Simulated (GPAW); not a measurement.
## Screening of a field by S/Ti(0001)

How does S/Ti(0001) screen a perpendicular field?

Calculated with GPAW 26.7.0; GPAW, PAW setups; slab in vacuum, relaxation, in the first sound run; inputs show where later runs differ.

## 1. The starting structure

The cell holds 5 atoms: 4 Ti and 1 S. Its edges and angles: a = 2.950 Å, b = 2.950 Å, c = 27.227 Å, α = 90.0°, β = 90.0°, γ = 60.0°. Vacuum lies along c.

## 2. Relaxing the atoms

The atoms are relaxed first, since the surface dipole, and with it the work function, follows the positions of the outer layers. The lowest 2 atoms are held at bulk positions and keep their forces.

Input file run.py:

```python
import json
import numpy as np
from ase import Atoms
from ase.constraints import FixAtoms
from ase.optimize import BFGS
from gpaw import GPAW, PW

slab = Atoms(
    ['Ti', 'Ti', 'Ti', 'Ti', 'S'],
    positions=[
        [2.95000, 1.70318, 9.00000],
        [0.00000, 0.00000, 11.34230],
        [2.95000, 1.70318, 13.68460],
        [0.00000, 0.00000, 16.02690],
        [2.95000, 1.70318, 18.22723]],
    cell=[[2.95, 0.0, 0.0], [1.475, 2.55477, 0.0], [0.0, 0.0, 27.22723]],
    pbc=[True, True, False])

slab.calc = GPAW(mode=PW(400), xc='PBE', kpts={'size': (12, 12, 1), 'gamma': True},
                 occupations={'name': 'fermi-dirac', 'width': 0.1}, nbands='160%',
                 convergence={'density': 1e-05}, maxiter=200,
                 poissonsolver={'dipolelayer': 'xy'},
                 symmetry={'tolerance': 1e-3, 'extra_ids': [1, 1, 0, 0, 0]}, txt='slab.txt')
result = {}
slab.set_constraint(FixAtoms([0, 1]))
path = []
opt = BFGS(slab, maxstep=0.2)
opt.attach(lambda: path.append((slab.get_potential_energy(), slab.positions.tolist(), slab.get_forces().tolist())))
result['relaxed'] = bool(opt.run(fmax=0.03, steps=40))
result['path'] = path
energy = slab.get_potential_energy()
fermi = slab.calc.get_fermi_level()
v = slab.calc.get_electrostatic_potential().mean((0, 1)) - fermi
n = slab.calc.get_pseudo_density().mean((0, 1))
L = slab.cell[2, 2]
z = np.arange(len(v)) * L / len(v)
low, high = slab.positions[:, 2].min(), slab.positions[:, 2].max()
below, above = np.interp([low - 6.8, high + 6.8], z, v)
slopes = [np.interp(x, z, np.gradient(v, z)) for x in (low - 6.8, high + 6.8)]
eps = np.array([[slab.calc.get_eigenvalues(k, s) for k in range(len(slab.calc.get_ibz_k_points()))]
                for s in range(slab.calc.get_number_of_spins())]) - fermi
top, bottom = eps[eps < 0].max(), eps[eps > 0].min()
dipole = slab.get_dipole_moment()[2]
print(f'energy {energy:.4f} eV, Fermi level {fermi:.4f} eV, dipole {dipole:.5f} e A')
print(f'potential 6.8 A off the faces, from the Fermi level: lower {below:.4f} eV, upper {above:.4f} eV')
print(f'slope of the potential there: lower {slopes[0]:.5f}, upper {slopes[1]:.5f} eV/A')
print(f'nearest levels on the mesh: {top:.4f} and {bottom:.4f} eV')
print('magnetic moment', round(slab.get_magnetic_moment(), 3))
result.update(energy=energy, fermi=fermi, dipole=dipole, below=below, above=above, slopes=slopes, edges=[top, bottom],
              z=z.tolist(), v=v.tolist(), n=n.tolist(), positions=slab.positions.tolist(),
              forces=slab.get_forces(apply_constraint=False).tolist(), moments=slab.get_magnetic_moments().tolist())
json.dump(result, open('result.json', 'w'))
```

The run is started by

```bash
$ OMP_NUM_THREADS=1 OPENBLAS_NUM_THREADS=1 python run.py
```

Log:

```text
Step          Energy          fmax
BFGS:    0      -29.967276        2.132079
BFGS:    1      -30.078607        2.071372
BFGS:    2      -30.584676        0.838315
BFGS:    3      -30.643059        0.398606
BFGS:    4      -30.645529        0.243692
BFGS:    5      -30.649171        0.226938
BFGS:    6      -30.667482        0.218450
BFGS:    7      -30.668662        0.122321
BFGS:    8      -30.669162        0.120661
BFGS:    9      -30.688011        0.125525
BFGS:   10      -30.689668        0.016234
energy -30.5653 eV, Fermi level 0.4550 eV, dipole -0.05911 e A
potential 6.8 A off the faces, from the Fermi level: lower 4.4334 eV, upper 5.8535 eV
slope of the potential there: lower -0.00005, upper -0.00000 eV/A
nearest levels on the mesh: -0.0064 and 0.0258 eV
magnetic moment 0.0
```

It took 23 min on 1 thread of Arm Neoverse V1, shared host; peak memory 0.24 GiB.

The steps of the relaxation:

```csv
step,energy less that of the first step (eV),largest force (eV/Å)
1,0.0000,2.1321
2,-0.1116,2.0714
3,-0.6111,0.8383
4,-0.6718,0.3986
5,-0.6724,0.2437
6,-0.6762,0.2269
7,-0.6965,0.2185
8,-0.6974,0.1223
9,-0.6979,0.1207
10,-0.7192,0.1255
11,-0.7198,0.0162
```

The atoms that moved most (Å):

```csv
atom,dx,dy,dz,length
S5,0.000,0.000,-0.542,0.542
Ti4,0.000,0.000,0.035,0.035
Ti3,0.000,0.000,0.011,0.011
```

The relaxed structure:

```
Ti S
1.0
     2.95000    0.00000    0.00000
     1.47500    2.55477    0.00000
     0.00000    0.00000   27.22723
Ti S
4 1
Cartesian
  2.9500 1.7032 9.0000
  0.0000 0.0000 11.3423
  2.9500 1.7032 13.6956
  0.0000 0.0000 16.0622
  2.9500 1.7032 17.6854
```

This step gave:

```
dipole along the normal                    : -0.05911 e·Å
levels nearest the Fermi level on the mesh : -0.006434, 0.02584 eV from the Fermi level
upper work function                        : 5.853 eV
lower work function                        : 4.433 eV
```

The electrostatic potential energy of an electron (without an applied field's), less the Fermi level, planar mean oscillates, so the rows of the table below give means over windows of 2.38 Å about each position, cut where the curve ends. Its maxima inside the range that stand out by 2 % of the span (Å: eV): 10.2: -0.174, 12.5: -0.346, 14.9: -0.0732, 17.0: -4.65. Its minima: 9.0: -19.6, 11.3: -19.5, 13.7: -19.3, 16.1: -19.5, 17.7: -21.8.

Table of electrostatic potential energy of an electron (without an applied field's), less the Fermi level, planar mean by z; means over each step:

```csv
z (Å),"electrostatic potential energy of an electron (without an applied field's), less the Fermi level, planar mean (eV)"
1.19,4.49
3.57,4.43
5.95,4.26
8.33,-6.79
10.71,-8.23
13.09,-8.23
15.47,-8.16
17.85,-6.96
20.23,5.75
22.61,5.85
24.99,5.85
```

The pseudo valence density, planar mean oscillates, so the rows of the table below give means over windows of 2.38 Å about each position, cut where the curve ends. Its maxima inside the range that stand out by 2 % of the span (Å: e/Å³): 9.1: 1.58, 11.2: 1.54, 13.6: 1.57, 16.0: 1.57, 17.3: 0.551, 17.9: 0.477. Its minima: 10.2: 0.191, 12.5: 0.185, 14.9: 0.184, 16.9: 0.464, 17.7: 0.441.

The pseudo valence density, planar mean by z; means over each step:

z (Å), pseudo valence density, planar mean (e/Å³) and a bar:
```
     3.57       0.00 
     5.95       0.00 
     8.33       0.58 ##########################
    10.71       0.68 ##############################
    13.09       0.67 ##############################
    15.47       0.68 ##############################
    17.85       0.38 #################
    20.23       0.01 
    22.61       0.00
```

The relaxation lowered the energy of the cell by 0.720 eV (energies extrapolated to zero smearing; the optimiser's log prints free energies). The largest force left on a free atom is 0.016 eV/Å.

## 3. The slab's potential

With the geometry fixed, the planar mean of the potential gives the vacuum level on each side.

This step: GPAW, PAW setups; slab in vacuum (GPAW 26.7.0).

Changes to run.py since step 2:

```diff
@@ -3,4 +3,2 @@
 from ase import Atoms
-from ase.constraints import FixAtoms
-from ase.optimize import BFGS
 from gpaw import GPAW, PW
@@ -12,5 +10,5 @@
         [0.00000, 0.00000, 11.34230],
-        [2.95000, 1.70318, 13.68460],
-        [0.00000, 0.00000, 16.02690],
-        [2.95000, 1.70318, 18.22723]],
+        [2.95000, 1.70318, 13.69564],
+        [0.00000, -0.00000, 16.06217],
+        [2.95000, 1.70318, 17.68544]],
     cell=[[2.95, 0.0, 0.0], [1.475, 2.55477, 0.0], [0.0, 0.0, 27.22723]],
@@ -22,10 +20,4 @@
                  poissonsolver={'dipolelayer': 'xy'},
-                 symmetry={'tolerance': 1e-3, 'extra_ids': [1, 1, 0, 0, 0]}, txt='slab.txt')
+                 symmetry={'tolerance': 1e-3}, txt='slab.txt')
 result = {}
-slab.set_constraint(FixAtoms([0, 1]))
-path = []
-opt = BFGS(slab, maxstep=0.2)
-opt.attach(lambda: path.append((slab.get_potential_energy(), slab.positions.tolist(), slab.get_forces().tolist())))
-result['relaxed'] = bool(opt.run(fmax=0.03, steps=40))
-result['path'] = path
 energy = slab.get_potential_energy()
```

Log:

```text
energy -30.5653 eV, Fermi level 0.4550 eV, dipole -0.05911 e A
potential 6.8 A off the faces, from the Fermi level: lower 4.4336 eV, upper 5.8533 eV
slope of the potential there: lower -0.00005, upper -0.00001 eV/A
nearest levels on the mesh: -0.0064 and 0.0258 eV
magnetic moment 0.0
```

Elapsed: 2.5 min, on 1 thread; peak memory 0.23 GiB.

This step gave:

```yaml
levels_nearest_the_fermi_level_on_the_mesh: -0.006421, 0.02583 eV from the Fermi level
lower_work_function: 4.434 eV
```

The electrostatic potential energy of an electron (without an applied field's), less the Fermi level, planar mean oscillates, so the rows of the table below give means over windows of 2.38 Å about each position, cut where the curve ends. Its maxima inside the range that stand out by 2 % of the span (Å: eV): 10.2: -0.174, 12.5: -0.346, 14.9: -0.0732, 17.0: -4.65. Its minima: 9.0: -19.6, 11.3: -19.5, 13.7: -19.3, 16.1: -19.5, 17.7: -21.8.

Electrostatic potential energy of an electron (without an applied field's), less the Fermi level, planar mean against z; means over each step:

```csv
z (Å),"electrostatic potential energy of an electron (without an applied field's), less the Fermi level, planar mean (eV)"
1.19,4.49
3.57,4.43
5.95,4.26
8.33,-6.79
10.71,-8.23
13.09,-8.23
15.47,-8.16
17.85,-6.96
20.23,5.75
22.61,5.85
24.99,5.85
```

The pseudo valence density, planar mean oscillates, so the rows of the table below give means over windows of 2.38 Å about each position, cut where the curve ends. Its maxima inside the range that stand out by 2 % of the span (Å: e/Å³): 9.1: 1.58, 11.2: 1.54, 13.6: 1.57, 16.0: 1.57, 17.3: 0.551, 17.9: 0.477. Its minima: 10.2: 0.191, 12.5: 0.185, 14.9: 0.184, 16.9: 0.464, 17.7: 0.441.

The pseudo valence density, planar mean by z; means over each step:

```csv
z (Å),"pseudo valence density, planar mean (e/Å³)"
3.57,2.3e-5
5.95,0.00448
8.33,0.581
10.71,0.679
13.09,0.674
15.47,0.682
17.85,0.384
20.23,0.00618
22.61,3.9e-6
```

Force by atom:

```csv
atom,x (eV/Å),y (eV/Å),z (eV/Å),size
Ti1,0.000,0.000,0.564,0.564
Ti2,0.000,0.000,-0.555,0.555
Ti3,0.000,0.000,-0.011,0.011
Ti4,0.000,0.000,-0.014,0.014
S5,0.000,0.000,0.016,0.016
```

The potential is flat to 4.5e-5 eV/Å where it is read, so the vacuum is wide enough.

## 4. In a field

A uniform field along the normal polarises the slab; the atoms stay fixed, so this is the electronic response alone.

Changes to run.py since step 3:

```diff
@@ -4,2 +4,3 @@
 from gpaw import GPAW, PW
+from gpaw.external import ConstantElectricField
 
@@ -20,2 +21,3 @@
                  poissonsolver={'dipolelayer': 'xy'},
+                 external=ConstantElectricField(-0.2, [0, 0, 1]),
                  symmetry={'tolerance': 1e-3}, txt='slab.txt')
```

Log:

```text
energy -30.5871 eV, Fermi level 0.5513 eV, dipole -0.15973 e A
potential 6.8 A off the faces, from the Fermi level: lower 3.0554 eV, upper 6.8904 eV
slope of the potential there: lower -0.00003, upper -0.00001 eV/A
nearest levels on the mesh: -0.0075 and 0.0252 eV
magnetic moment 0.0
```

Wall time 7.8 min (1 thread); peak memory 0.47 GiB.

This step gave:

```
dipole along the normal                                         : -0.1597 e·Å
levels nearest the Fermi level on the mesh                      : -0.007487, 0.02523 eV from the Fermi level
potential below the slab, the applied field's own ramp left out : 3.055 eV from the Fermi level
potential above the slab, the applied field's own ramp left out : 6.890 eV from the Fermi level
```

The electrostatic potential energy of an electron (without an applied field's), less the Fermi level, planar mean oscillates, so the rows of the table below give means over windows of 1 Å about each position, cut where the curve ends. Its maxima inside the range that stand out by 2 % of the span (Å: eV): 10.2: -0.867, 12.5: -0.561, 14.9: 0.188, 17.0: -3.99, 26.8: 6.89. Its minima: 9.0: -20.5, 11.3: -20.0, 13.7: -19.3, 16.1: -19.0, 17.7: -21.0.

Electrostatic potential energy of an electron (without an applied field's), less the Fermi level, planar mean against z; means over each step:

z (Å), electrostatic potential energy of an electron (without an applied field's), less the Fermi level, planar mean (eV) and a bar from the least value:
```
        0        3.8 ##########################
        1        3.1 #########################
        2        3.1 #########################
        3        3.1 #########################
        4        3.1 #########################
        5        3.0 #########################
        6        3.0 #########################
        7        2.3 ########################
        8       -2.8 #################
        9      -16.4 
       10       -3.0 #################
       11      -12.8 #####
       12       -7.2 ############
       13       -6.2 #############
       14      -12.7 #####
       15       -1.6 ###################
       16      -14.7 ##
       17       -7.7 ###########
       18      -10.8 #######
       19        5.5 ############################
       20        6.8 ##############################
       21        6.9 ##############################
       22        6.9 ##############################
       23        6.9 ##############################
       24        6.9 ##############################
       25        6.9 ##############################
       26        6.9 ##############################
       27        6.6 ##############################
```

Force by atom:

```csv
atom,x (eV/Å),y (eV/Å),z (eV/Å),size
Ti1,0.000,0.000,0.563,0.563
Ti2,0.000,0.000,-0.555,0.555
Ti3,0.000,0.000,-0.005,0.005
Ti4,0.000,0.000,-0.027,0.027
S5,0.000,0.000,0.027,0.027
```

The dipole is now -0.160 e Å, against -0.059 in the run without a field.

## 5. Field on

Changes to run.py since step 4:

```diff
@@ -21,3 +21,3 @@
                  poissonsolver={'dipolelayer': 'xy'},
-                 external=ConstantElectricField(-0.2, [0, 0, 1]),
+                 external=ConstantElectricField(-0.1, [0, 0, 1]),
                  symmetry={'tolerance': 1e-3}, txt='slab.txt')
```

Log:

```text
energy -30.5737 eV, Fermi level 0.5037 eV, dipole -0.10947 e A
potential 6.8 A off the faces, from the Fermi level: lower 3.7429 eV, upper 6.3712 eV
slope of the potential there: lower -0.00003, upper -0.00001 eV/A
nearest levels on the mesh: -0.0069 and 0.0255 eV
magnetic moment 0.0
```

Elapsed: 8.2 min, on 1 thread; peak memory 0.47 GiB.

Numbers from this step:

* dipole along the normal: -0.1095 e·Å
* levels nearest the Fermi level on the mesh: -0.006929, 0.02554 eV from the Fermi level
* potential below the slab, the applied field's own ramp left out: 3.743 eV from the Fermi level
* potential above the slab, the applied field's own ramp left out: 6.371 eV from the Fermi level

The electrostatic potential energy of an electron (without an applied field's), less the Fermi level, planar mean oscillates, so the rows of the table below give means over windows of 1 Å about each position, cut where the curve ends. Its maxima inside the range that stand out by 2 % of the span (Å: eV): 10.2: -0.520, 12.5: -0.454, 14.9: 0.0572, 17.0: -4.32, 26.6: 6.37. Its minima: 9.0: -20.1, 11.3: -19.7, 13.7: -19.3, 16.1: -19.2, 17.7: -21.4.

Table of electrostatic potential energy of an electron (without an applied field's), less the Fermi level, planar mean by z; means over each step:

```csv
z (Å),"electrostatic potential energy of an electron (without an applied field's), less the Fermi level, planar mean (eV)"
0,4.24
1,3.74
2,3.74
3,3.74
4,3.74
5,3.73
6,3.66
7,2.98
8,-2.23
9,-15.9
10,-2.68
11,-12.5
12,-7.00
13,-6.17
14,-12.7
15,-1.73
16,-14.9
17,-8.03
18,-11.2
19,5.00
20,6.31
21,6.37
22,6.37
23,6.37
24,6.37
25,6.37
26,6.37
27,6.17
```

Force by atom:

```csv
atom,x (eV/Å),y (eV/Å),z (eV/Å),size
Ti1,0.000,0.000,0.563,0.563
Ti2,0.000,0.000,-0.555,0.555
Ti3,0.000,0.000,-0.008,0.008
Ti4,0.000,0.000,-0.021,0.021
S5,0.000,0.000,0.021,0.021
```

The dipole is now -0.109 e Å, against -0.059 in the run without a field.

## 6. Field on

Changes to run.py since step 5:

```diff
@@ -21,3 +21,3 @@
                  poissonsolver={'dipolelayer': 'xy'},
-                 external=ConstantElectricField(-0.1, [0, 0, 1]),
+                 external=ConstantElectricField(-0.05, [0, 0, 1]),
                  symmetry={'tolerance': 1e-3}, txt='slab.txt')
```

Log:

```text
energy -30.5688 eV, Fermi level 0.4795 eV, dipole -0.08432 e A
potential 6.8 A off the faces, from the Fermi level: lower 4.0877 eV, upper 6.1122 eV
slope of the potential there: lower -0.00004, upper -0.00001 eV/A
nearest levels on the mesh: -0.0067 and 0.0257 eV
magnetic moment 0.0
```

Elapsed: 9 min, on 1 thread; peak memory 0.47 GiB.

The electrostatic potential energy of an electron (without an applied field's), less the Fermi level, planar mean oscillates, so the rows of the table below give means over windows of 2.38 Å about each position, cut where the curve ends. Its maxima inside the range that stand out by 2 % of the span (Å: eV): 10.2: -0.347, 12.5: -0.400, 14.9: -0.00801, 17.0: -4.49, 26.7: 6.11. Its minima: 9.0: -19.9, 11.3: -19.6, 13.7: -19.3, 16.1: -19.4, 17.7: -21.6.

The electrostatic potential energy of an electron (without an applied field's), less the Fermi level, planar mean by z; means over each step:

```csv
z (Å),"electrostatic potential energy of an electron (without an applied field's), less the Fermi level, planar mean (eV)"
1.19,4.17
3.57,4.09
5.95,3.92
8.33,-7.06
10.71,-8.38
13.09,-8.25
15.47,-8.07
17.85,-6.75
20.23,6.01
22.61,6.11
24.99,6.11
```

## 7. In a field

Changes to run.py since step 6:

```diff
@@ -21,3 +21,3 @@
                  poissonsolver={'dipolelayer': 'xy'},
-                 external=ConstantElectricField(-0.05, [0, 0, 1]),
+                 external=ConstantElectricField(0.05, [0, 0, 1]),
                  symmetry={'tolerance': 1e-3}, txt='slab.txt')
```

Log:

```text
energy -30.5630 eV, Fermi level 0.4302 eV, dipole -0.03393 e A
potential 6.8 A off the faces, from the Fermi level: lower 4.7802 eV, upper 5.5948 eV
slope of the potential there: lower -0.00005, upper -0.00001 eV/A
nearest levels on the mesh: -0.0062 and 0.0260 eV
magnetic moment 0.0
```

Wall time 8.5 min (1 thread); peak memory 0.47 GiB.

The electrostatic potential energy of an electron (without an applied field's), less the Fermi level, planar mean oscillates, so the rows of the table below give means over windows of 2.38 Å about each position, cut where the curve ends. Its maxima inside the range that stand out by 2 % of the span (Å: eV): 10.2: -4.6e-4, 12.5: -0.292, 14.9: -0.138, 17.0: -4.82. Its minima: 9.0: -19.4, 11.3: -19.4, 13.7: -19.3, 16.1: -19.6, 17.7: -22.0.

Table of electrostatic potential energy of an electron (without an applied field's), less the Fermi level, planar mean by z; means over each step:

```csv
z (Å),"electrostatic potential energy of an electron (without an applied field's), less the Fermi level, planar mean (eV)"
1.19,4.81
3.57,4.78
5.95,4.60
8.33,-6.52
10.71,-8.09
13.09,-8.20
15.47,-8.25
17.85,-7.16
20.23,5.49
22.61,5.59
24.99,5.59
```

## 8. Field on

Changes to run.py since step 7:

```diff
@@ -21,3 +21,3 @@
                  poissonsolver={'dipolelayer': 'xy'},
-                 external=ConstantElectricField(0.05, [0, 0, 1]),
+                 external=ConstantElectricField(0.1, [0, 0, 1]),
                  symmetry={'tolerance': 1e-3}, txt='slab.txt')
```

Log:

```text
energy -30.5619 eV, Fermi level 0.4051 eV, dipole -0.00869 e A
potential 6.8 A off the faces, from the Fermi level: lower 5.1277 eV, upper 5.3365 eV
slope of the potential there: lower -0.00006, upper -0.00001 eV/A
nearest levels on the mesh: -0.0059 and 0.0261 eV
magnetic moment 0.0
```

The job ended after 10 min (1 thread; peak memory 0.48 GiB).

The electrostatic potential energy of an electron (without an applied field's), less the Fermi level, planar mean oscillates, so the rows of the table below give means over windows of 2.38 Å about each position, cut where the curve ends. Its maxima inside the range that stand out by 2 % of the span (Å: eV): 10.2: 0.173, 12.5: -0.238, 14.9: -0.204, 17.0: -4.99. Its minima: 9.0: -19.2, 11.3: -19.3, 13.7: -19.3, 16.1: -19.7, 17.7: -22.2.

Electrostatic potential energy of an electron (without an applied field's), less the Fermi level, planar mean against z; means over each step:

```csv
z (Å),"electrostatic potential energy of an electron (without an applied field's), less the Fermi level, planar mean (eV)"
1.19,5.14
3.57,5.13
5.95,4.95
8.33,-6.25
10.71,-7.94
13.09,-8.18
15.47,-8.34
17.85,-7.37
20.23,5.23
22.61,5.34
24.99,5.34
```

The dipole is now -0.00869 e Å, against -0.059 in the run without a field.

(Continued in part 2 of 2.)

[Logs are printed without paths, hosts, clocks, repeated set-up lines and the standing remarks that a program may print on its own settings, such as how far it seeks lower states.]

[Hosts, paths, dates, database ids (printed as entryN), source tags and the programs' standing remarks are cut or masked in the printed files.]
